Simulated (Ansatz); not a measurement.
Planning a run of Ansatz 0.2.0 on KI (Fm-3m). The input:

```yaml
crystal:
  lattice:
    - [0.0, 3.532775, 3.532775]
    - [3.532775, 0.0, 3.532775]
    - [3.532775, 3.532775, 0.0]
  atoms:
    - { symbol: K, position: [0.0, 0.0, 0.0] }
    - { symbol: I, position: [0.5, 0.5, 0.5] }
  host: atoms
kpoints:
  mp_grid: { grid: [4, 4, 4] }
  band_path:
    path:
      - [0.0, 0.0, 0.0]
      - [0.5, 0.0, 0.5]
      - [0.625, 0.25, 0.625]
      - [0.375, 0.375, 0.75]
      - [0.5, 0.5, 0.5]
      - [0.5, 0.25, 0.75]
    npoints: 1
hamiltonian:
  xc:
    exchange: pbe
    correlation: pbe
    exx: { coeff: inverse_dielectric }
scf:
  occupations: { method: fixed }
  n_extra_bands: 4
output:
  eigenvalues: true
  write_density: true
  write_potential: true
  elf: true
  volumetric_format: npy
```

```sh
ansatz run input.yaml --threads 3 --pin off --max-ram 92160MiB --backend cuda --events-out ev --progress --plain --runs-dir out --devices 1 --max-vram 13GiB
```

Q: How long will it take on 1 × NVIDIA H100 80GB HBM3 (shared by 6 runs) with 3 threads of AMD EPYC 7R13 (Zen 3), shared host, and how much memory?

It took 29 s; on shared hardware allow 14 s to 58 s. Peak host memory was 1.2 GiB. The sizes that set the cost: 1759 plane waves a state, 8 irreducible k points and 11 SCF cycles.

Exact exchange couples every pair of k points and filled bands, so it costs far more than a semilocal run.

[Paths, hosts, dates, memory and timing lines, banners, echoed tables and standing remarks are left out of the program output.]

[Logs are printed without paths, hosts, clocks, repeated set-up lines and the standing remarks that a program may print on its own settings, such as how far it seeks lower states.]

[Runs of the session that timed out or met a known fault of the program may be left out.]

[Cells called generated may have been cut or substituted from an entry of the Crystallography Open Database or the Materials Project.]

[Hosts, paths, dates, database ids (printed as entryN), source tags and the programs' standing remarks are cut or masked in the printed files.]
